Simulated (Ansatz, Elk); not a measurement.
# How far do independent atoms describe ZnSn2P2?

The structure of ZnSn2P2 used here is made up (a known structure type with other elements) and was relaxed beforehand with PBEsol. The aim is the Fourier transform of its all-electron density, F(hkl), set beside the sum over free spherical atoms that refinements use.

Calculated with Elk 11.2.3 (patched build); DFT, PBE, all-electron APW+lo, Dirac cores, scalar-relativistic bands, static density, no spin.

This account leaves out most program logs.

The structure was built from a prototype and need not be the compound's stable phase.

**1. The structure**

Symmetry: I4/mmm, No. 139, tetragonal system. The conventional cell has a = 5.414 Å, b = 5.414 Å, c = 7.385 Å, α = 90.00°, β = 90.00°, γ = 90.00°. Nearest to Sn lie 4 P at 2.74 Å. Nearest to Zn lie 2 P at 2.28 Å. P has 1 Zn at 2.28 Å and 4 Sn at 2.74 Å nearest. Farther neighbours are not listed.

**2. Ground state and structure factors**

An all-electron density is needed, since X-rays see the cores too. Task 0 finds the density and task 195 Fourier-transforms it; tshift is off so that phases refer to the origin typed.

elk.in reads:

```
tasks
  0
  195

xctype
  20

spinpol
  .false.

rgkmax
  7.0

gmaxvr
  14.0

lmaxo
  7

lmaxapw
  8

swidth
  0.002

tshift
  .false.

ramdisk
  .false.

hmaxvr
  5.5

maxscl
  120

epspot
  1e-06

sppath
  './'

avec
  -5.11530514241 5.11530514241 6.97785646316
  5.11530514241 -5.11530514241 6.97785646316
  5.11530514241 5.11530514241 -6.97785646316

atoms
  3
  'Sn.in'
  2
  0.2500000000 0.7500000000 0.5000000000   0.000000 0.000000 0.000000
  0.7500000000 0.2500000000 0.5000000000   0.000000 0.000000 0.000000
  'Zn.in'
  1
  -0.0000000000 -0.0000000000 0.0000000000   0.000000 0.000000 0.000000
  'P.in'
  2
  0.3088718554 0.3088718554 -0.0000000000   0.000000 0.000000 0.000000
  0.6911281446 0.6911281446 -0.0000000000   0.000000 0.000000 0.000000

ngridk
  6 6 6
```

Started as:

```sh
$ OMP_NUM_THREADS=4 elk
```

The job ended after 34 s (4 threads of Arm Neoverse V2, shared host; peak memory 0.22 GiB; 93 s of CPU time).

SFACRHO.OUT:

```text

h k l indices transformed by vhmat matrix:
   1.000000000       0.000000000       0.000000000    
   0.000000000       1.000000000       0.000000000    
   0.000000000       0.000000000       1.000000000    

      h      k      l  multipl.   |H|            Re(F)            Im(F)           |F|

      0      0      0      1   0.0000000       160.00000      0.15345799E-15   160.00000    
      0      1     -1      8  0.76150368       18.104046      -0.0000000       18.104046    
      1     -1      0      4  0.86854700      -37.509366      0.92395046E-15   37.509366    
     -1     -1      1      2  0.90044634      -79.985846      0.10135504E-13   79.985846    
      1     -1     -1      4   1.2283109       128.70234     -0.26464696E-13   128.70234    
     -2      0      1      8   1.2510705       90.628869      0.19004070E-13   90.628869    
      2     -1      0     16   1.4452113       16.363311      -0.0000000       16.363311    
      2      1     -2      8   1.4837436       40.797923      -0.0000000       40.797923    
      0     -2      0      8   1.5230074      -68.498139      0.17737132E-13   68.498139    
      2     -2      0      4   1.7370940       113.62418      0.12376312E-14   113.62418    
      2      2     -2      2   1.8008927       95.668330      0.17737132E-13   95.668330    
      1     -2     -1      8   1.8966769       14.747035      -0.0000000       14.747035    
      3      0     -1     16   1.9261991       36.397247      -0.0000000       36.397247    
      2     -2     -1      8   1.9421301      -32.182873      0.39718698E-13   32.182873    
     -1      3     -1      8   1.9566040      -62.015383      0.22804884E-13   62.015383    
     -2     -2      3      8   1.9993970      -47.525999      0.25338760E-13   47.525999    
     -2      0      3     16   2.1407179       74.927005      0.67781184E-13   74.927005    
     -1     -3      1      8   2.1798996       87.831227      0.63346901E-14   87.831227
```

Elk indexes on the primitive cell of elk.in and gives |H| = 4π sin θ/λ in inverse bohr. Below, one row stands for each form hkl of the conventional cell (m members, Friedel mates merged), F is for one primitive cell and the density is static (no thermal factor). Free-atom factors are Waasmaier and Kirfel's, and R is Σm||F|−|F'||/Σm|F|.

```
hkl   m  sin θ/λ (Å⁻¹)  abs F, DFT  neutral atoms   diff.
101   8          0.115      18.104         18.242  -0.138
110   4          0.131      37.509         37.763  -0.254
002   2          0.135      79.986         79.569  +0.417
200   4          0.185     128.702        128.635  +0.067
112   8          0.188      90.629         91.048  -0.419
211  16          0.217      16.363         16.459  -0.096
103   8          0.223      40.798         41.056  -0.258
202   8          0.229      68.498         68.382  +0.117
220   4          0.261     113.624        114.081  -0.457
004   2          0.271      95.668         96.043  -0.375
301   8          0.285      14.747         14.885  -0.138
213  16          0.290      36.397         36.734  -0.337
310   8          0.292      32.183         31.996  +0.187
222   8          0.294      62.015         62.063  -0.047
114   8          0.301      47.526         47.244  +0.282
312  16          0.322      74.927         75.023  -0.096
204   8          0.328      87.831         88.051  -0.220
321  16          0.340      13.388         13.485  -0.097
303   8          0.344      33.578         33.742  -0.163
105   8          0.351       3.523          3.577  -0.054
400   4          0.369      96.875         96.842  +0.034
224   8          0.376      81.598         81.736  -0.138
```

**3. The highest occupied states alone**

An energy window below the Fermi level keeps the highest occupied states, to see at which angles they scatter; shallow core shells can lie inside it and anion s states outside. No new self-consistency is needed.

elk.in: that of step 2 with these lines changed.

```diff
@@ -1,3 +1,2 @@
 tasks
-  0
   195
@@ -40,2 +39,5 @@
 
+wsfac
+  -0.126130 0.541360
+
 sppath
```

Started as:

```sh
$ OMP_NUM_THREADS=4 elk
```

It took 11 s on 4 threads; peak memory 0.17 GiB; 14 s of CPU time.

States within 10 eV below the Fermi level hold 26.14 electrons; any levels below the window count with the cores, and a count that is not whole means the window cuts a band. Their amplitudes can exceed the total, where window and core parts have opposite phase:

```
hkl  sin θ/λ (Å⁻¹)  abs F, window  abs F, all
101          0.115          7.922      18.104
110          0.131         10.477      37.509
002          0.135          4.695      79.986
200          0.185         10.354     128.702
112          0.188          7.074      90.629
211          0.217          6.626      16.363
103          0.223          7.812      40.798
202          0.229          6.304      68.498
220          0.261          6.006     113.624
004          0.271          5.435      95.668
```

**4. Another functional**

The difference from free atoms is small, so it is set against the change that PBEsol makes.

elk.in: that of step 3 with these lines changed.

```diff
@@ -1,2 +1,3 @@
 tasks
+  0
   195
@@ -4,3 +5,3 @@
 xctype
-  20
+  22
 
@@ -39,5 +40,2 @@
 
-wsfac
-  -0.126130 0.541360
-
 sppath
```

Started as:

```sh
$ OMP_NUM_THREADS=4 elk
```

Elapsed: 33 s, on 4 threads; peak memory 0.22 GiB; 92 s of CPU time.

Against the first run R = 0.03 %; the largest change is -0.048 at 200.

**5. A coarser k-mesh**

About half the k-points along each axis test the sampling.

elk.in: that of step 4 with these lines changed.

```diff
@@ -5,3 +5,3 @@
 xctype
-  22
+  20
 
@@ -63,2 +63,2 @@
 ngridk
-  6 6 6
+  3 3 3
```

Started as:

```sh
$ OMP_NUM_THREADS=4 elk
```

Elapsed: 20 s, on 4 threads; peak memory 0.21 GiB; 36 s of CPU time.

Against the first run R = 0.01 %; the largest change is -0.031 at 004.

**6. Settings against the effect**

```
          run  R against the first run (%)  R against neutral atoms, low angle (%)  wall time
PBE, rgkmax 7                         0.00                                    0.45       34 s
       PBEsol                         0.03                                    0.44       33 s
 k-mesh 3×3×3                         0.01                                    0.45       20 s
```

**7. What came out**

```json
{
  "R against neutral atoms, sin θ/λ < 0.3 Å⁻¹": "0.45 %",
  "R against neutral atoms, 0.3 to 0.77 Å⁻¹": "0.15 %"
}
```

**Reading.** Independent neutral atoms miss the calculated amplitudes by R = 0.45 % below 0.3 Å⁻¹ and 0.15 % from there to 0.77 Å⁻¹; by shells, 0.65 % below 0.15 Å⁻¹ (3 forms), 0.43 % 0.15 to 0.3 (11 forms), 0.22 % 0.3 to 0.45 (22 forms), 0.14 % above 0.45 (113 forms). Bonding, aspherical density and the tables' own atoms all enter these figures, and the runs don't part them. The largest change of an amplitude is -0.46 electrons, at 220. The window's part falls from 26.1 electrons at the origin to at most 3.12 between 0.45 and 0.77 Å⁻¹, where compact states inside the window still scatter. Below 0.3 Å⁻¹ the changes that finished (PBEsol and k-mesh 3×3×3) move F by R = 0.02 % at most, against the 0.45 % that separates it from free atoms. The basis has no finished test. Part of the difference isn't bonding: the tables are fits to free atoms and ions calculated by other methods than this functional. Thermal motion, anomalous dispersion and extinction are left out.

[Logs are printed without paths, hosts, clocks, repeated set-up lines and the standing remarks that a program may print on its own settings, such as how far it seeks lower states.]

[Hosts, paths, dates, database ids (printed as entryN), source tags and the programs' standing remarks are cut or masked in the printed files.]
